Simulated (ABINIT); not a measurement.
# Quasiparticle gap of BaTiO3 (P4mm) in ABINIT

How does a plane-wave GW calculation on BaTiO3 (P4mm) run from the first input to the gap?

Calculated with ABINIT 10.8.3; PBE and many-body steps on it, plane waves.

Most raw output is cut from this account.

## (1) Starting point

It takes space group P4mm (No. 99, tetragonal). Conventional cell: a = 3.990 Å, b = 3.990 Å, c = 4.023 Å, α = 90.00°, β = 90.00°, γ = 90.00°. Nearest to Ba lie 12 O at 2.80 to 2.87 Å. Nearest to Ti lie 6 O at 1.84 to 2.18 Å. Nearest to O lie 2 Ti at 1.84 to 2.18 Å and 4 Ba at 2.82 Å. O has 2 Ti at 2.00 Å and 4 Ba at 2.80 to 2.87 Å nearest. Farther neighbours and most contacts between anions are not listed.

Structure file:

```cif
data_structure
_symmetry_space_group_name_H-M 'P 1'
_symmetry_Int_Tables_number 1
_cell_length_a 3.9905
_cell_length_b 3.9905
_cell_length_c 4.0230
_cell_angle_alpha 90.000
_cell_angle_beta 90.000
_cell_angle_gamma 90.000
_cell_volume 64.06
loop_
_atom_site_label
_atom_site_type_symbol
_atom_site_fract_x
_atom_site_fract_y
_atom_site_fract_z
_atom_site_occupancy
Ba1 Ba 0.00000 0.00000 0.00000 1
Ti2 Ti 0.50000 0.50000 0.52200 1
O3 O 0.50000 0.50000 0.97900 1
O4 O 0.50000 0.00000 0.48800 1
O5 O 0.00000 0.50000 0.48800 1
```

The cell and positions come from the Crystallography Open Database and are kept as given unless a step says otherwise. Spin-orbit coupling is left out unless a step names it.

## (2) Ground state

This step: ABINIT 10.8.3; DFT, PBE, plane waves, norm-conserving pseudopotentials.

The ground-state density comes first.

The input, run.abi:

```
acell 3*1.0 Angstrom
rprim 
  3.990480000000 0.000000000000 0.000000000000
  0.000000000000 3.990480000000 0.000000000000
  0.000000000000 0.000000000000 4.023030000000
ntypat 3
znucl 56 22 8
natom 5
typat 1 2 3 3 3
xred 
  0.000000000000 0.000000000000 0.000000000000
  0.500000000000 0.500000000000 0.522000000000
  0.500000000000 0.500000000000 0.979000000000
  0.500000000000 0.000000000000 0.488000000000
  0.000000000000 0.500000000000 0.488000000000
pp_dirpath "pseudos"
pseudos "Ba.upf, Ti.upf, O.upf"
ecut 38
ngkpt 6 6 6
nshiftk 1
shiftk 0 0 0
kptopt 1
chksymbreak 0
nband 26
occopt 1
tolvrs 1e-10
nstep 60
prtwf 0
optforces 0
optstress 0
indata_prefix "in"
outdata_prefix "out"
tmpdata_prefix "tmp"
```

The run is started by

```sh
$ OMP_NUM_THREADS=1 mpirun -n 4 abinit run.abi > log
```

Run time: 71 s. Hardware: 4 MPI ranks of Arm Neoverse V2, shared host; peak memory 0.38 GiB.

This step gave:

| Quantity | Value |
| --- | --- |
| total energy | -3738.4596 eV |
| gap | 1.851 eV |
| k of the valence top | 0.5, 0.5, 0.5 |
| k of the conduction bottom | 0, 0, 0 |
| least direct gap | 2.222 eV |

The gap is indirect, with the least direct gap 0.37 eV higher.

## (3) Bands along the symmetry lines

The cheap functional maps the bands first; the places of the edges decide which points the dearer methods must see.

The input, run.abi:

```
acell 3*1.0 Angstrom
rprim 
  3.990480000000 0.000000000000 0.000000000000
  0.000000000000 3.990480000000 0.000000000000
  0.000000000000 0.000000000000 4.023030000000
ntypat 3
znucl 56 22 8
natom 5
typat 1 2 3 3 3
xred 
  0.000000000000 0.000000000000 0.000000000000
  0.500000000000 0.500000000000 0.522000000000
  0.500000000000 0.500000000000 0.979000000000
  0.500000000000 0.000000000000 0.488000000000
  0.000000000000 0.500000000000 0.488000000000
pp_dirpath "pseudos"
pseudos "Ba.upf, Ti.upf, O.upf"
ecut 38
iscf -2
irdden 1
kptopt 0
nkpt 75
kpt 
  0.00000000 0.00000000 0.00000000
  0.00000000 0.06250000 0.00000000
  0.00000000 0.12500000 0.00000000
  0.00000000 0.18750000 0.00000000
  0.00000000 0.25000000 0.00000000
  0.00000000 0.31250000 0.00000000
  0.00000000 0.37500000 0.00000000
  0.00000000 0.43750000 0.00000000
  0.00000000 0.50000000 0.00000000
  0.06250000 0.50000000 0.00000000
  0.12500000 0.50000000 0.00000000
  0.18750000 0.50000000 0.00000000
  0.25000000 0.50000000 0.00000000
  0.31250000 0.50000000 0.00000000
  0.37500000 0.50000000 0.00000000
  0.43750000 0.50000000 0.00000000
  0.50000000 0.50000000 0.00000000
  0.43750000 0.43750000 0.00000000
  0.37500000 0.37500000 0.00000000
  0.31250000 0.31250000 0.00000000
  0.25000000 0.25000000 0.00000000
  0.18750000 0.18750000 0.00000000
  0.12500000 0.12500000 0.00000000
  0.06250000 0.06250000 0.00000000
  0.00000000 0.00000000 0.00000000
  0.00000000 0.00000000 0.06250000
  0.00000000 0.00000000 0.12500000
  0.00000000 0.00000000 0.18750000
  0.00000000 0.00000000 0.25000000
  0.00000000 0.00000000 0.31250000
  0.00000000 0.00000000 0.37500000
  0.00000000 0.00000000 0.43750000
  0.00000000 0.00000000 0.50000000
  0.00000000 0.06250000 0.50000000
  0.00000000 0.12500000 0.50000000
  0.00000000 0.18750000 0.50000000
  0.00000000 0.25000000 0.50000000
  0.00000000 0.31250000 0.50000000
  0.00000000 0.37500000 0.50000000
  0.00000000 0.43750000 0.50000000
  0.00000000 0.50000000 0.50000000
  0.06250000 0.50000000 0.50000000
  0.12500000 0.50000000 0.50000000
  0.18750000 0.50000000 0.50000000
  0.25000000 0.50000000 0.50000000
  0.31250000 0.50000000 0.50000000
  0.37500000 0.50000000 0.50000000
  0.43750000 0.50000000 0.50000000
  0.50000000 0.50000000 0.50000000
  0.43750000 0.43750000 0.50000000
  0.37500000 0.37500000 0.50000000
  0.31250000 0.31250000 0.50000000
  0.25000000 0.25000000 0.50000000
  0.18750000 0.18750000 0.50000000
  0.12500000 0.12500000 0.50000000
  0.06250000 0.06250000 0.50000000
  0.00000000 0.00000000 0.50000000
  0.00000000 0.50000000 0.00000000
  0.00000000 0.50000000 0.06250000
  0.00000000 0.50000000 0.12500000
  0.00000000 0.50000000 0.18750000
  0.00000000 0.50000000 0.25000000
  0.00000000 0.50000000 0.31250000
  0.00000000 0.50000000 0.37500000
  0.00000000 0.50000000 0.43750000
  0.00000000 0.50000000 0.50000000
  0.50000000 0.50000000 0.00000000
  0.50000000 0.50000000 0.06250000
  0.50000000 0.50000000 0.12500000
  0.50000000 0.50000000 0.18750000
  0.50000000 0.50000000 0.25000000
  0.50000000 0.50000000 0.31250000
  0.50000000 0.50000000 0.37500000
  0.50000000 0.50000000 0.43750000
  0.50000000 0.50000000 0.50000000
istwfk *1
nband 27
nbdbuf 2
tolwfr 1e-08
nstep 40
prtwf 0
prtvol 0
indata_prefix "in"
outdata_prefix "out"
tmpdata_prefix "tmp"
```

The job ended after 84 s (4 MPI ranks; peak memory 0.41 GiB).

This step gave:

| Property | Result |
| --- | --- |
| gap | 1.851 eV |
| k of the valence top | 0.5, 0.5, 0.5 |
| k of the conduction bottom | 0, 0, 0 |
| least direct gap | 2.222 eV |

The gap is 1.851 eV, as in the run before at this level.

Electronic bands along the path, in eV, zero at the top of the highest filled band:

| point | band 17 | band 18 | band 19 | band 20 | band 21 | band 22 | band 23 | band 24 |
| --- | --- | --- | --- | --- | --- | --- | --- | --- |
| Γ | -1.18 | -0.45 | -0.37 | -0.37 | 1.85 | 2.22 | 2.22 | 4.12 |
| halfway | -1.52 | -1.26 | -0.81 | -0.67 | 2.27 | 2.80 | 2.85 | 4.27 |
| X | -1.84 | -1.67 | -1.13 | -0.97 | 2.34 | 3.57 | 3.64 | 4.24 |
| halfway | -1.68 | -1.53 | -1.12 | -0.50 | 2.90 | 3.65 | 3.72 | 4.77 |
| M | -1.83 | -1.08 | -1.08 | -0.07 | 3.66 | 3.66 | 4.02 | 4.77 |
| halfway | -1.95 | -1.19 | -0.93 | -0.51 | 2.76 | 2.98 | 3.16 | 4.76 |
| Γ | -1.18 | -0.45 | -0.37 | -0.37 | 1.85 | 2.22 | 2.22 | 4.12 |
| halfway | -1.61 | -1.32 | -0.55 | -0.55 | 1.93 | 2.99 | 2.99 | 4.12 |
| Z | -1.96 | -1.94 | -0.71 | -0.71 | 2.00 | 3.68 | 3.68 | 4.12 |
| halfway | -1.43 | -1.30 | -1.11 | -0.67 | 2.87 | 3.69 | 3.72 | 4.79 |
| R | -1.75 | -0.92 | -0.89 | -0.25 | 3.60 | 3.70 | 4.02 | 4.96 |
| halfway | -2.49 | -0.62 | -0.53 | -0.21 | 3.89 | 3.91 | 4.14 | 6.26 |
| A | -2.42 | -0.18 | -0.18 | 0.00 | 4.25 | 4.26 | 4.26 | 6.47 |
| halfway | -2.17 | -0.89 | -0.72 | -0.66 | 3.36 | 3.80 | 3.84 | 6.00 |
| Z | -1.96 | -1.94 | -0.71 | -0.71 | 2.00 | 3.68 | 3.68 | 4.12 |
| jump to X | -1.84 | -1.67 | -1.13 | -0.97 | 2.34 | 3.57 | 3.64 | 4.24 |
| halfway | -1.48 | -1.41 | -1.22 | -0.64 | 3.05 | 3.59 | 3.75 | 4.82 |
| R | -1.75 | -0.92 | -0.89 | -0.25 | 3.60 | 3.70 | 4.02 | 4.96 |
| jump to M | -1.83 | -1.08 | -1.08 | -0.07 | 3.66 | 3.66 | 4.02 | 4.77 |
| halfway | -2.57 | -0.72 | -0.72 | -0.04 | 3.94 | 3.94 | 4.13 | 6.07 |
| A | -2.42 | -0.18 | -0.18 | 0.00 | 4.25 | 4.26 | 4.26 | 6.47 |

## (4) Empty states on the mesh, 4×4×4 mesh, 85 bands

The sums over transitions need many empty states on a uniform mesh; this step solves for them.

The input, run.abi:

```
acell 3*1.0 Angstrom
rprim 
  3.990480000000 0.000000000000 0.000000000000
  0.000000000000 3.990480000000 0.000000000000
  0.000000000000 0.000000000000 4.023030000000
ntypat 3
znucl 56 22 8
natom 5
typat 1 2 3 3 3
xred 
  0.000000000000 0.000000000000 0.000000000000
  0.500000000000 0.500000000000 0.522000000000
  0.500000000000 0.500000000000 0.979000000000
  0.500000000000 0.000000000000 0.488000000000
  0.000000000000 0.500000000000 0.488000000000
pp_dirpath "pseudos"
pseudos "Ba.upf, Ti.upf, O.upf"
ecut 38
ngkpt 4 4 4
nshiftk 1
shiftk 0 0 0
kptopt 1
chksymbreak 0
iscf -2
irdden 1
istwfk *1
nband 85
nbdbuf 6
tolwfr 1e-09
nstep 60
prtvol 0
indata_prefix "in"
outdata_prefix "out"
tmpdata_prefix "tmp"
```

It took 52 s on 4 MPI ranks; peak memory 0.39 GiB.

Numbers from this step:

| Quantity | Value |
| --- | --- |
| gap | 1.851 eV |
| k of the valence top | 0.5, 0.5, 0.5 |
| k of the conduction bottom | 0, 0, 0 |
| least direct gap | 2.222 eV |
| k points computed | 18 |
| lowest point of the top converged band, above the valence top | 44.60 eV |

On this mesh the gap is 1.851 eV.

## (5) Screening, 4×4×4 mesh, 79 bands, screening to 106.1 eV

The RPA dielectric matrix is built and inverted for each q.

This step: RPA screening on PBE, plane waves, norm-conserving pseudopotentials.

Changes to run.abi since step 4:

```diff
@@ -23,10 +23,11 @@
 chksymbreak 0
-iscf -2
-irdden 1
 istwfk *1
-nband 85
-nbdbuf 6
-tolwfr 1e-09
-nstep 60
-prtvol 0
+occopt 1
+irdwfk 1
+optdriver 3
+nband 79
+ecuteps 3.9
+inclvkb 2
+awtr 1
+symchi 1
 indata_prefix "in"
```

It took 76 s on 4 MPI ranks; peak memory 1.3 GiB; 5.1 min of CPU time.

This step gave:

| Property | Result |
| --- | --- |
| ε∞ with local fields, on this mesh, along the program's q direction | 5.802 |
| the same without local fields | 6.413 |
| plasma frequency | 29.34 eV |
| plane waves in the screening matrix | 171 |

Local fields lower ε∞ by 10 %. On a Γ-centred mesh this coarse the value itself is usually too large, while a short band sum pulls it down.

## (6) Self-energy, 4×4×4 mesh, 79 bands, screening to 106.1 eV

The self-energy is evaluated for the states that the input lists, and the levels follow from it, in one-shot runs by the linearised quasiparticle equation.

This step: G0W0 on PBE, plane waves, norm-conserving pseudopotentials.

Changes to run.abi since step 5:

```diff
@@ -26,8 +26,17 @@
 irdwfk 1
-optdriver 3
+optdriver 4
 nband 79
+gwcalctyp 0
+ecutsigx 38
+symsigma 1
+nkptgw 2
+kptgw 
+  0.5000000000 0.5000000000 0.5000000000
+  0.0000000000 0.0000000000 0.0000000000
+bdgw 
+  18 23
+  19 23
 ecuteps 3.9
-inclvkb 2
-awtr 1
-symchi 1
+irdscr 1
+ppmodel 1
 indata_prefix "in"
```

Elapsed: 9.2 s, on 4 MPI ranks; peak memory 1.2 GiB; 36 s of CPU time.

This step gave:

* G0W0 gap on the points computed: 3.433 eV
* starting gap on the mesh: 1.851 eV
* k of the valence top: 0.5, 0.5, 0.5
* k of the conduction bottom: 0, 0, 0
* Z at the valence top: 0.766
* Z at the conduction bottom: 0.783
* least direct G0W0 gap on the computed points: 3.811 eV

The gap on the mesh goes from 1.85 eV to 3.43 eV, a correction of +1.58 eV.

Limits: finite bands, cutoff and mesh; no spin-orbit coupling; coarse k mesh. v1 is the top filled band, c1 the lowest empty one. The levels before and after the correction (eV, zero at the valence-band top of each column):

|  | conduction bottom | valence top |
| --- | --- | --- |
| Kohn-Sham | 1.85 | 0.00 |
| G0W0 | 3.43 | 0.00 |

|  | level | energy (eV) |
| --- | --- | --- |
| Kohn-Sham | (0.5 0.5 0.5) v3-v2 | -0.176 |
| Kohn-Sham | (0.5 0.5 0.5) v1 | 0.000 |
| Kohn-Sham | (0.5 0.5 0.5) c1 | 4.247 |
| Kohn-Sham | (0.5 0.5 0.5) c2-c3 | 4.259 |
| Kohn-Sham | Γ v2-v1 | -0.371 |
| Kohn-Sham | Γ c1 | 1.851 |
| Kohn-Sham | Γ c2-c3 | 2.219 |
| G0W0 | (0.5 0.5 0.5) v3-v2 | -0.205 |
| G0W0 | (0.5 0.5 0.5) v1 | 0.000 |
| G0W0 | (0.5 0.5 0.5) c1 | 6.170 |
| G0W0 | (0.5 0.5 0.5) c2-c3 | 6.215 |
| G0W0 | Γ v2-v1 | -0.378 |
| G0W0 | Γ c1 | 3.433 |
| G0W0 | Γ c2-c3 | 3.821 |

## (7) Where the time went

Times are wall times on 4 MPI ranks of Arm Neoverse V2, shared host, good to a factor of about two.

| step | time | share | memory (GiB) |
| --- | --- | --- | --- |
| ground state | 71 s | 24 % | 0.38 |
| bands along the symmetry lines | 84 s | 29 % | 0.41 |
| empty states on the mesh | 52 s | 18 % | 0.39 |
| screening | 76 s | 26 % | 1.3 |
| self-energy | 9.2 s | 3 % | 1.2 |

## (8) Results

* PBE gap: 1.85 eV, indirect
* G0W0 gap on the mesh: 3.43 eV
* GW settings: 4×4×4 mesh, 79 bands, screening to 106.1 eV, Godby-Needs plasmon pole
* known limits: not at the basis limit; no spin-orbit coupling; coarse k mesh

**Reading.** G0W0 moves the gap on the mesh from 1.85 eV to 3.43 eV (+1.58 eV), with Z of 0.77 and 0.78 at the edges. Local fields lower the RPA ε∞ on this mesh from 6.41 to 5.80; a Γ-centred mesh this coarse tends to raise both, most where the direct gap is narrow, while a short band sum lowers them. Only 2 of the mesh's irreducible points were corrected, so a valley elsewhere could overtake. Bands and cutoff are finite, so the gap is not at the basis limit. The miss can reach some tenths of an eV and take either sign; the mesh is an error of its own. In the G0W0 run levels were corrected at 2 k points alone, so a gap called «on the mesh» is the least over those, and an edge elsewhere would be missed. The 4×4×4 mesh is coarse for this cell, which bears on the long-range parts of exchange and screening. The many-body steps are scalar-relativistic: spin-orbit coupling is not in them.

[Paths, hosts, dates, memory and timing lines, banners, echoed tables and standing remarks are left out of the program output.]

[Logs are printed without paths, hosts, clocks, repeated set-up lines and the standing remarks that a program may print on its own settings, such as how far it seeks lower states.]

[Runs of the session that timed out or met a known fault of the program may be left out.]

[Hosts, paths, dates, database ids (printed as entryN), source tags and the programs' standing remarks are cut or masked in the printed files.]

[G0W0 gaps are taken among the corrected bands and points alone; a level outside them can change the order at an edge.]

[Where Ansatz stands beside ABINIT at settings called matched, ABINIT's density can come from a denser mesh and the files from another edition; pairs whose starting gaps differed by over 0.03 eV were left out, so agreement reads better than it is.]
